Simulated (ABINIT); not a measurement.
Planning a run of ABINIT 10.8.3 on LiHF2 (C2/m). The input:

```
acell 3*1.0 Angstrom
rprim 
  2.547496000000 -1.534899000000 0.000000000000
  2.547496000000 1.534899000000 0.000000000000
  -2.526944000000 -0.000000000000 4.201520000000
ntypat 3
znucl 3 1 9
natom 4
typat 1 2 3 3
xred 
  0.000000000000 0.000000000000 0.000000000000
  0.000000000000 0.000000000000 0.500000000000
  0.209803000000 0.209803000000 0.750702000000
  0.790197000000 0.790197000000 0.249298000000
pp_dirpath "pseudos"
pseudos "Li.upf, H.upf, F.upf"
ecut 36
ngkpt 8 8 6
nshiftk 1
shiftk 0 0 0
kptopt 1
chksymbreak 0
nband 15
occopt 1
tolvrs 1e-10
nstep 60
prtwf 0
optforces 0
optstress 0
indata_prefix "in"
outdata_prefix "out"
tmpdata_prefix "tmp"
```

```sh
OMP_NUM_THREADS=1 mpirun -n 4 abinit run.abi > log
```

Question: Estimate wall time and host memory on 4 MPI ranks of Arm Neoverse V1, shared host.

It took 29 s; on shared hardware allow 15 s to 59 s. Peak host memory was 0.33 GiB.

[Long decimals in the printed logs are rounded to 6 places.]

[Logs are printed without paths, hosts, clocks, repeated set-up lines and the standing remarks that a program may print on its own settings, such as how far it seeks lower states.]

[Paths, hosts, dates, memory and timing lines, banners, echoed tables and standing remarks are left out of the program output; an Ansatz launch command may be rebuilt from the run's recorded settings. Measured values are a selection of at most five: reports struck by readers or far from the other reports are left out. None is set beside runs whose start may be inverted or whose files or cutoffs have a known fault.]

[Runs of the session that timed out or met a known fault of the program may be left out.]

[Hosts, paths, dates, database ids (printed as entryN), source tags and the programs' standing remarks are cut or masked in the printed files.]

[G0W0 gaps are taken among the corrected bands and points alone; a level outside them can change the order at an edge.]

[Where Ansatz stands beside ABINIT at settings called matched, ABINIT's density can come from a denser mesh and the files from another edition; pairs whose starting gaps differed by over 0.03 eV were left out, so agreement reads better than it is.]
